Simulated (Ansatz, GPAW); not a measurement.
# Geometry or basis: what sets the conductance of propane-1,3-dithiol between two Ag chains, part 3 of 3

Aim: the conductance of propane-1,3-dithiol between two Ag chains after relaxation, and whether geometry, basis or functional moves it most.

GPAW 26.7.0 and Ansatz 0.2.0; Ansatz plane waves; relaxation of the junction with the lead ends held; PAW set soft_1 (the session's first sound run).

So far, transmission at the Fermi level (one spin): step 4 (GPAW, dzp) 0.0209; step 5 (basis szp(dzp)) 0.0176; step 6 (basis sz(dzp)) 0.0171. Also open channels of the lead at the Fermi level (one spin): 1 in steps 4, 5 and 6.

## Step 7: revPBE in the dzp basis: xc = "revPBE"

Level of this step: GPAW LCAO, PAW setups; Landauer transmission from Green's functions with principal layers (ASE), zero bias (GPAW).

Back in the dzp basis, the functional changes from PBE to revPBE, to set the spread between functionals beside that between bases.

File run.py:

```python
import json
import numpy as np
from ase import Atoms
from ase.transport.calculators import TransportCalculator
from gpaw import GPAW, FermiDirac
from gpaw.lcao.tools import get_lcao_hamiltonian
from scipy.linalg import eigh

# The junction with lead layers at both ends, along the third cell vector
device = Atoms(
    ['Ag', 'Ag', 'Ag', 'Ag', 'Ag', 'Ag', 'Ag', 'S', 'H', 'H', 'C', 'H', 'C', 'H', 'C', 'H', 'H', 'S', 'Ag', 'Ag', 'Ag', 'Ag', 'Ag', 'Ag', 'Ag'],
    positions=[
        [6.02428, 6.29585, 1.33000],
        [6.02428, 6.29585, 3.99000],
        [6.02428, 6.29585, 6.65000],
        [6.02428, 6.29585, 9.31000],
        [6.02428, 6.29585, 11.97000],
        [6.90237, 5.38719, 14.31359],
        [5.80327, 6.05545, 16.67967],
        [5.00890, 5.47995, 18.82576],
        [6.06592, 7.19774, 20.19156],
        [7.13575, 5.79479, 19.97271],
        [6.09892, 6.09938, 20.17058],
        [4.55583, 5.76516, 21.65898],
        [5.61508, 5.51069, 21.50827],
        [5.66917, 4.41396, 21.45457],
        [6.43813, 6.00479, 22.70523],
        [7.50693, 5.80533, 22.55363],
        [6.31017, 7.08131, 22.86882],
        [5.94668, 5.07768, 24.23818],
        [4.79504, 6.34466, 26.06207],
        [7.33834, 5.47772, 26.26510],
        [6.02428, 6.29585, 28.55679],
        [6.02428, 6.29585, 31.21679],
        [6.02428, 6.29585, 33.87679],
        [6.02428, 6.29585, 36.53679],
        [6.02428, 6.29585, 39.19679]],
    cell=[[12.04856, 0.0, 0.0], [0.0, 12.59169, 0.0], [0.0, 0.0, 40.52679]],
    pbc=True)

# One principal layer of the lead: the first 4 atoms of the device
lead = Atoms(
    ['Ag', 'Ag', 'Ag', 'Ag'],
    positions=[
        [6.02428, 6.29585, 1.33000],
        [6.02428, 6.29585, 3.99000],
        [6.02428, 6.29585, 6.65000],
        [6.02428, 6.29585, 9.31000]],
    cell=[[12.04856, 0.0, 0.0], [0.0, 12.59169, 0.0], [0.0, 0.0, 10.64]],
    pbc=True)

settings = dict(mode='lcao', basis='dzp', xc='revPBE', h=0.2,
                occupations=FermiDirac(0.1), maxiter=250,
                mixer=dict(beta=0.1, nmaxold=8, weight=100.0),
                convergence=dict(density=0.0001))
energies = np.arange(-2, 2 + 1e-9, 0.025)
eta = 0.0001
n1, n2 = 1, 1
# k and -k transmit alike, so half of the mesh across the current serves
mesh = [(i, j) for i in range(n1) for j in range(n2) if (i, j) <= (-i % n1, -j % n2)]
weights = np.array([1 if (i, j) == (-i % n1, -j % n2) else 2 for i, j in mesh]) / (n1 * n2)

# [... helper functions left out ...]
fermi_lead = ground_state(lead, (1, 1, 11), 'lead.txt')
fermi_device = ground_state(device, (1, 1, 2), 'device.txt')
# [... loop over the mesh left out, but for ...]
        # Shift the lead onto the potential of the device's first layer
        shift = ((H[:, 0, 0] - H0[:, 0, 0]) / S0[0, 0]).real.mean()
# [...]
kT = 8.617333e-5 * 300
bias = [0.1, 0.2, 0.5, 1.0, 1.5, 2.0]
# [... integrals and printing left out ...]
```

Started as:

```console
$ OMP_NUM_THREADS=1 OPENBLAS_NUM_THREADS=1 python run.py
```

Log:

```text
basis functions: device 473, principal layer 108
Fermi level: lead -4.0721 eV, device -3.8219 eV; lead shifted by -0.0218 eV
largest coupling past the next layer 3.58e-05 eV, largest misfit of the first layer 0.104 eV
  E-E_F (eV)   T (one spin)  [channel counts left out]
    -2.000    1.2485e-04
    -1.975    9.7293e-05
    -1.950    7.8048e-05
[...]
1.975    1.0781e-03
     2.000    9.4135e-04
conductance at 300 K: 0.020353 G0 a cell; thermopower 0.4657 uV/K
current from the zero-bias T(E) at 0.1 V: 0.15636 uA
current from the zero-bias T(E) at 0.2 V: 0.30454 uA
current from the zero-bias T(E) at 0.5 V: 0.78414 uA
current from the zero-bias T(E) at 1.0 V: 3.3165 uA
current from the zero-bias T(E) at 1.5 V: 5.9036 uA
current from the zero-bias T(E) at 2.0 V: 12.199 uA
```

Elapsed: 3 min, on 1 thread of Arm Neoverse V1, shared host; peak memory 2.4 GiB.

Numbers from this step:

```yaml
conductance: 0.02035 G₀
largest_coupling_past_the_next_principal_layer: 3.58e-5 eV
largest_misfit_of_the_first_principal_layer: 0.1037 eV
shift_that_aligns_the_lead: -0.02178 eV
basis_functions_of_the_junction: 473
basis_functions_of_a_principal_layer: 108
transmission_at_the_fermi_level_one_spin: 0.02081
```

One spin. Table of transmission, zone mean by energy, zero at the Fermi level:

```csv
energy (eV),"transmission, zone mean"
-2.000,1.2e-4
-1.800,5.1e-6
-1.600,0
-1.400,0
-1.200,-2.1e-11
-1.000,0.254
-0.925,0.456
-0.800,0.252
-0.600,0.105
-0.400,0.104
-0.300,0.262
-0.200,0.00460
0.000,0.0208
0.200,0.0157
0.400,0.0107
0.600,0.00756
0.800,0.00548
1.000,0.00134
1.200,0.00483
1.400,0.00352
1.600,0.00266
1.800,0.00188
2.000,9.4e-4
```

The conductance, 0.0204 G₀, lies 0.3 % below that of the dzp run.

## Step 8: Without the relaxation: geometry = "as built"

The dzp basis with PBE on the structure as first built shows what the relaxation was worth.

Edit run.py of step 7 so:

```diff
@@ -17,17 +17,17 @@
         [6.02428, 6.29585, 11.97000],
-        [6.90237, 5.38719, 14.31359],
-        [5.80327, 6.05545, 16.67967],
-        [5.00890, 5.47995, 18.82576],
-        [6.06592, 7.19774, 20.19156],
-        [7.13575, 5.79479, 19.97271],
-        [6.09892, 6.09938, 20.17058],
-        [4.55583, 5.76516, 21.65898],
-        [5.61508, 5.51069, 21.50827],
-        [5.66917, 4.41396, 21.45457],
-        [6.43813, 6.00479, 22.70523],
-        [7.50693, 5.80533, 22.55363],
-        [6.31017, 7.08131, 22.86882],
-        [5.94668, 5.07768, 24.23818],
-        [4.79504, 6.34466, 26.06207],
-        [7.33834, 5.47772, 26.26510],
+        [6.02428, 6.29585, 14.63000],
+        [6.02428, 6.29585, 17.29000],
+        [7.13054, 4.13230, 17.51103],
+        [8.79856, 5.02166, 18.98636],
+        [8.79640, 3.25000, 18.99013],
+        [8.15462, 4.13665, 19.01033],
+        [6.63641, 5.02671, 20.26338],
+        [7.28229, 4.13900, 20.26339],
+        [6.63196, 3.25450, 20.26339],
+        [8.15463, 4.13667, 21.51644],
+        [8.79642, 3.25003, 21.53663],
+        [8.79855, 5.02170, 21.54040],
+        [7.13055, 4.13230, 23.01574],
+        [6.02428, 6.29585, 23.23679],
+        [6.02428, 6.29585, 25.89679],
         [6.02428, 6.29585, 28.55679],
@@ -51,3 +51,3 @@
 
-settings = dict(mode='lcao', basis='dzp', xc='revPBE', h=0.2,
+settings = dict(mode='lcao', basis='dzp', xc='PBE', h=0.2,
                 occupations=FermiDirac(0.1), maxiter=250,
```

Log:

```text
basis functions: device 473, principal layer 108
Fermi level: lead -4.2310 eV, device -4.0570 eV; lead shifted by -0.0021 eV
largest coupling past the next layer 3.56e-05 eV, largest misfit of the first layer 0.038 eV
  E-E_F (eV)   T (one spin)  [channel counts left out]
    -2.000    1.9527e-02
    -1.975    1.9778e-02
    -1.950    2.0077e-02
[...]
1.975    1.5737e-01
     2.000    1.6283e-01
conductance at 300 K: 0.029799 G0 a cell; thermopower 34.69 uV/K
current from the zero-bias T(E) at 0.1 V: 0.2348 uA
current from the zero-bias T(E) at 0.2 V: 0.49635 uA
current from the zero-bias T(E) at 0.5 V: 2.3761 uA
current from the zero-bias T(E) at 1.0 V: 9.4378 uA
current from the zero-bias T(E) at 1.5 V: 14.959 uA
current from the zero-bias T(E) at 2.0 V: 17.853 uA
```

Elapsed: 2.6 min, on 1 thread; peak memory 2.4 GiB.

Numbers from this step:

```
conductance                                    : 0.02980 G₀
thermopower                                    : 34.69 μV/K
largest coupling past the next principal layer : 3.56e-5 eV
largest misfit of the first principal layer    : 0.03802 eV
shift that aligns the lead                     : -0.002112 eV
transmission at the Fermi level (one spin)     : 0.02858
```

One spin. Table of transmission, zone mean by energy, zero at the Fermi level:

energy (eV), transmission, zone mean and a bar:
```
   -2.000      0.020 #
   -1.800      0.021 #
   -1.600      0.000 
   -1.400      0.000 
   -1.200      0.000 
   -1.000      0.010 
   -0.800      0.147 ####
   -0.725      0.982 ##############################
   -0.600      0.099 ###
   -0.400      0.192 ######
   -0.325      0.960 #############################
   -0.200      0.118 ####
    0.000      0.029 #
    0.200      0.016 
    0.400      0.013 
    0.600      0.014 
    0.800      0.021 #
    1.000      0.032 #
    1.200      0.047 #
    1.400      0.067 ##
    1.600      0.092 ###
    1.800      0.124 ####
    2.000      0.163 #####
```

The conductance, 0.0298 G₀, lies 46 % above that of the dzp run.

## Step 9: The ladder

Times are for 1 thread of Arm Neoverse V1, shared host. The runs compared:

```csv
no.,run,conductance (G₀),time,memory (GiB)
1,dzp,0.02042,2.8 min,2.4
2,szp,0.01726,1.7 min,2.3
3,sz,0.01677,80 s,2.2
4,dzp revPBE,0.02035,3 min,2.4
5,asbuilt,0.02980,2.6 min,2.4
```

## Step 10: Comparison

The curves are compared point by point over the common energies.

This step: comparison of transmission and cost over codes, levels and geometry; PAW set soft_1 (GPAW 26.7.0).

Ladder, by row:

```csv
step,code,T at the Fermi level (sum over the listed spins),conductance (G0),r.m.s. T(E) from the first,wall time (s),peak memory (GiB),threads
dzp,GPAW,0.02093,0.02042,0,165.2,2.35,1
szp,GPAW,0.01764,0.01726,0.02572,100.8,2.27,1
sz,GPAW,0.01714,0.01677,0.02913,80.25,2.2,1
dzp-revPBE,GPAW,0.02081,0.02035,0.006346,177.2,2.35,1
asbuilt,GPAW,0.02858,0.0298,0.1548,153.3,2.35,1
```

The transmission, zone mean, sum over the listed spins by energy, zero at the Fermi level:

```csv
energy (eV),dzp,szp,sz,dzp-revPBE,asbuilt
-2.000,2.3e-4,1.3e-4,2.7e-4,1.2e-4,0.0195
-1.900,9.9e-5,6.9e-5,2.0e-4,4.8e-5,0.0208
-1.800,1.0e-5,4.9e-5,1.5e-4,5.1e-6,0.0214
-1.700,7.1e-6,6.3e-6,1.2e-4,1.6e-6,0.0219
-1.600,1.5e-13,1.2e-6,1.5e-4,1.8e-13,1.3e-7
-1.500,1.5e-13,1.2e-14,1.6e-6,2.0e-13,1.6e-9
-1.400,1.4e-13,1.1e-14,1.6e-13,1.7e-13,1.5e-9
-1.300,2.0e-14,-1.9e-15,-2.9e-16,7.4e-15,1.2e-9
-1.200,-1.3e-11,3.3e-12,7.8e-13,-2.1e-11,1.2e-9
-1.100,1.2e-6,2.5e-7,6.6e-8,0.00998,-7.8e-11
-1.000,0.240,0.224,0.142,0.254,0.0103
-0.950,0.422,0.375,0.311,0.428,0.0177
-0.925,0.453,0.371,0.351,0.456,0.0230
-0.900,0.433,0.329,0.337,0.437,0.0304
-0.800,0.249,0.174,0.184,0.252,0.147
-0.700,0.148,0.106,0.108,0.149,0.706
-0.600,0.105,0.0766,0.0770,0.105,0.0992
-0.500,0.0911,0.0688,0.0691,0.0914,0.0718
-0.400,0.103,0.0835,0.0836,0.104,0.192
-0.300,0.247,0.240,0.222,0.262,0.825
-0.275,0.252,0.0796,0.0839,0.184,0.465
-0.200,0.00280,0.00501,0.00452,0.00460,0.118
-0.100,0.0183,0.0159,0.0153,0.0188,0.0474
0.000,0.0209,0.0176,0.0171,0.0208,0.0286
0.100,0.0190,0.0161,0.0158,0.0188,0.0203
0.200,0.0160,0.0137,0.0135,0.0157,0.0158
0.300,0.0132,0.0115,0.0114,0.0130,0.0135
0.400,0.0109,0.00963,0.00964,0.0107,0.0126
0.500,0.00907,0.00822,0.00828,0.00893,0.0129
0.600,0.00767,0.00714,0.00725,0.00756,0.0143
0.700,0.00654,0.00629,0.00644,0.00646,0.0170
0.800,0.00554,0.00554,0.00578,0.00548,0.0209
0.900,0.00442,0.00473,0.00516,0.00439,0.0260
1.000,0.00123,0.00303,0.00435,0.00134,0.0321
1.100,0.00683,0.00879,5.9e-4,0.00674,0.0392
1.200,0.00489,0.00555,0.00625,0.00483,0.0473
1.300,0.00412,0.00480,0.00512,0.00406,0.0566
1.400,0.00356,0.00434,0.00464,0.00352,0.0670
1.500,0.00311,0.00398,0.00432,0.00306,0.0789
1.600,0.00270,0.00367,0.00407,0.00266,0.0922
1.700,0.00231,0.00339,0.00387,0.00227,0.107
1.800,0.00192,0.00311,0.00373,0.00188,0.124
1.900,0.00149,0.00281,0.00363,0.00145,0.142
2.000,9.9e-4,0.00243,0.00357,9.4e-4,0.163
```

## Step 11: A varied run

One more run, with changed settings.

This step: GPAW LCAO, PAW setups; Landauer transmission from Green's functions with principal layers (ASE), zero bias (GPAW 26.7.0).

Edit run.py of step 8 so:

```diff
@@ -17,17 +17,17 @@
         [6.02428, 6.29585, 11.97000],
-        [6.02428, 6.29585, 14.63000],
-        [6.02428, 6.29585, 17.29000],
-        [7.13054, 4.13230, 17.51103],
-        [8.79856, 5.02166, 18.98636],
-        [8.79640, 3.25000, 18.99013],
-        [8.15462, 4.13665, 19.01033],
-        [6.63641, 5.02671, 20.26338],
-        [7.28229, 4.13900, 20.26339],
-        [6.63196, 3.25450, 20.26339],
-        [8.15463, 4.13667, 21.51644],
-        [8.79642, 3.25003, 21.53663],
-        [8.79855, 5.02170, 21.54040],
-        [7.13055, 4.13230, 23.01574],
-        [6.02428, 6.29585, 23.23679],
-        [6.02428, 6.29585, 25.89679],
+        [6.90237, 5.38719, 14.31359],
+        [5.80327, 6.05545, 16.67967],
+        [5.00890, 5.47995, 18.82576],
+        [6.06592, 7.19774, 20.19156],
+        [7.13575, 5.79479, 19.97271],
+        [6.09892, 6.09938, 20.17058],
+        [4.55583, 5.76516, 21.65898],
+        [5.61508, 5.51069, 21.50827],
+        [5.66917, 4.41396, 21.45457],
+        [6.43813, 6.00479, 22.70523],
+        [7.50693, 5.80533, 22.55363],
+        [6.31017, 7.08131, 22.86882],
+        [5.94668, 5.07768, 24.23818],
+        [4.79504, 6.34466, 26.06207],
+        [7.33834, 5.47772, 26.26510],
         [6.02428, 6.29585, 28.55679],
@@ -40,11 +40,9 @@
 
-# One principal layer of the lead: the first 4 atoms of the device
+# One principal layer of the lead: the first 2 atoms of the device
 lead = Atoms(
-    ['Ag', 'Ag', 'Ag', 'Ag'],
+    ['Ag', 'Ag'],
     positions=[
         [6.02428, 6.29585, 1.33000],
-        [6.02428, 6.29585, 3.99000],
-        [6.02428, 6.29585, 6.65000],
-        [6.02428, 6.29585, 9.31000]],
-    cell=[[12.04856, 0.0, 0.0], [0.0, 12.59169, 0.0], [0.0, 0.0, 10.64]],
+        [6.02428, 6.29585, 3.99000]],
+    cell=[[12.04856, 0.0, 0.0], [0.0, 12.59169, 0.0], [0.0, 0.0, 5.32]],
     pbc=True)
@@ -52,3 +50,3 @@
 settings = dict(mode='lcao', basis='dzp', xc='PBE', h=0.2,
-                occupations=FermiDirac(0.1), maxiter=250,
+                occupations=FermiDirac(0.1), maxiter=50,
                 mixer=dict(beta=0.1, nmaxold=8, weight=100.0),
```

Log:

```text
basis functions: device 473, principal layer 54
Fermi level: lead -4.2212 eV, device -3.9644 eV; lead shifted by -0.0154 eV
largest coupling past the next layer 2.02e-01 eV, largest misfit of the first layer 0.077 eV
  E-E_F (eV)   T (one spin)  channels
    -2.000    2.3168e-04    4.0000
    -1.975    1.7973e-04    4.0000
    -1.950    1.4347e-04    4.0000
    -1.925    1.1712e-04    4.0000
    -1.900    9.6315e-05    4.0000
    -1.875    8.4867e-05    4.0000
    -1.850    6.7231e-05    4.0000
    -1.825    5.2905e-05    2.0000
    -1.800    1.0244e-05    2.0000
    -1.775    8.3758e-06    2.0000
    -1.750    7.9302e-06    2.0000
    -1.725    7.3859e-06    2.0000
    -1.700    6.7345e-06    2.0000
    -1.675    5.8734e-06    2.0000
    -1.650    4.3608e-06    2.0000
    -1.625    3.7648e-07    2.0000
[...]
1.825    1.8596e-03    2.0000
     1.850    1.7812e-03    2.0000
     1.875    1.6975e-03    2.0000
     1.900    1.6079e-03    2.0000
     1.925    1.5116e-03    2.0000
     1.950    1.4078e-03    2.0000
     1.975    1.2957e-03    2.0000
     2.000    1.1742e-03    2.0000
conductance at 300 K: 0.014565 G0 a cell; thermopower -40.04 uV/K
current from the zero-bias T(E) at 0.1 V: 0.10841 uA
current from the zero-bias T(E) at 0.2 V: 0.20923 uA
current from the zero-bias T(E) at 0.5 V: 0.67606 uA
current from the zero-bias T(E) at 1.0 V: 3.2036 uA
current from the zero-bias T(E) at 1.5 V: 5.7778 uA
current from the zero-bias T(E) at 2.0 V: 11.999 uA
```

Run time: 2.3 min. Hardware: 1 thread; peak memory 2.3 GiB.

The run finished. A setting was moved off its sound value on purpose, so it serves as a test and not as the result.

The fault put into the input: a principal layer shorter than the orbitals' reach (n_lead = 2 and period = 5.32).

Side by side:

```csv
quantity,this run,sound run,difference
conductance (G₀),0.014565,0.020422,-0.00586
largest coupling past the next principal layer (eV),0.20195,3.555e-5,0.202
largest misfit of the first principal layer (eV),0.076827,0.11413,-0.0373
shift that aligns the lead (eV),-0.015424,-0.023089,0.00767
basis functions of a principal layer,54,108,-54
transmission at the Fermi level (one spin),0.018377,0.020933,-0.00256
open channels of the lead at the Fermi level (one spin),2,1,1
```

One result that differs is the largest coupling past the next principal layer, 0.202 eV against 3.6e-5 eV.

## Step 12: Results

| Quantity | Value |
| --- | --- |
| conductance | 0.0204 G₀ |
| transmission at the Fermi level, mean of the spins | 0.0209 |
| thermopower | about 0 (under 1.5 μV/K) |
| open channels of the lead there | 1 |

**Reading.** In the dzp basis the junction conducts 0.0204 G₀ at 300 K, with T = 0.0209 a spin at the Fermi level; no smaller basis tried comes within 10 % of that conductance. Relaxation moved atoms by up to 3.7 Å and took the conductance from 0.0298 to 0.0204 G₀, as a ratio a larger change than the step from dzp to the minimal basis. The scatterer reflects about 98 % of the incoming channels at the Fermi level. Measured against the first run (dzp), the nearest curve is that of dzp-revPBE (r.m.s. 0.0063) and the farthest that of asbuilt (0.15). Over the compared runs wall time goes from 80 s (sz) to 177 s (dzp-revPBE), on a shared host. Moves of this size go well beyond a change of bond lengths: the free chain atoms or the scatterer took up a new arrangement, and the name in the title describes the start. The leads kept an estimated spacing and the cell its length, so the junction may be under some tension or compression. Semilocal functionals put molecular levels too near the Fermi level, so such conductances usually come out too high, and chain electrodes have a sharper density of states than real ones. An evenly spaced straight chain is an idealisation: free chains tend to dimerise, zigzag or, where a band edge lies near the Fermi level, turn magnetic. The currents use the zero-bias T(E) throughout, which holds only while the bias is small against the distance to the nearest feature.

[Logs are printed without paths, hosts, clocks, repeated set-up lines and the standing remarks that a program may print on its own settings, such as how far it seeks lower states.]

[Hosts, paths, dates, database ids (printed as entryN), source tags and the programs' standing remarks are cut or masked in the printed files.]
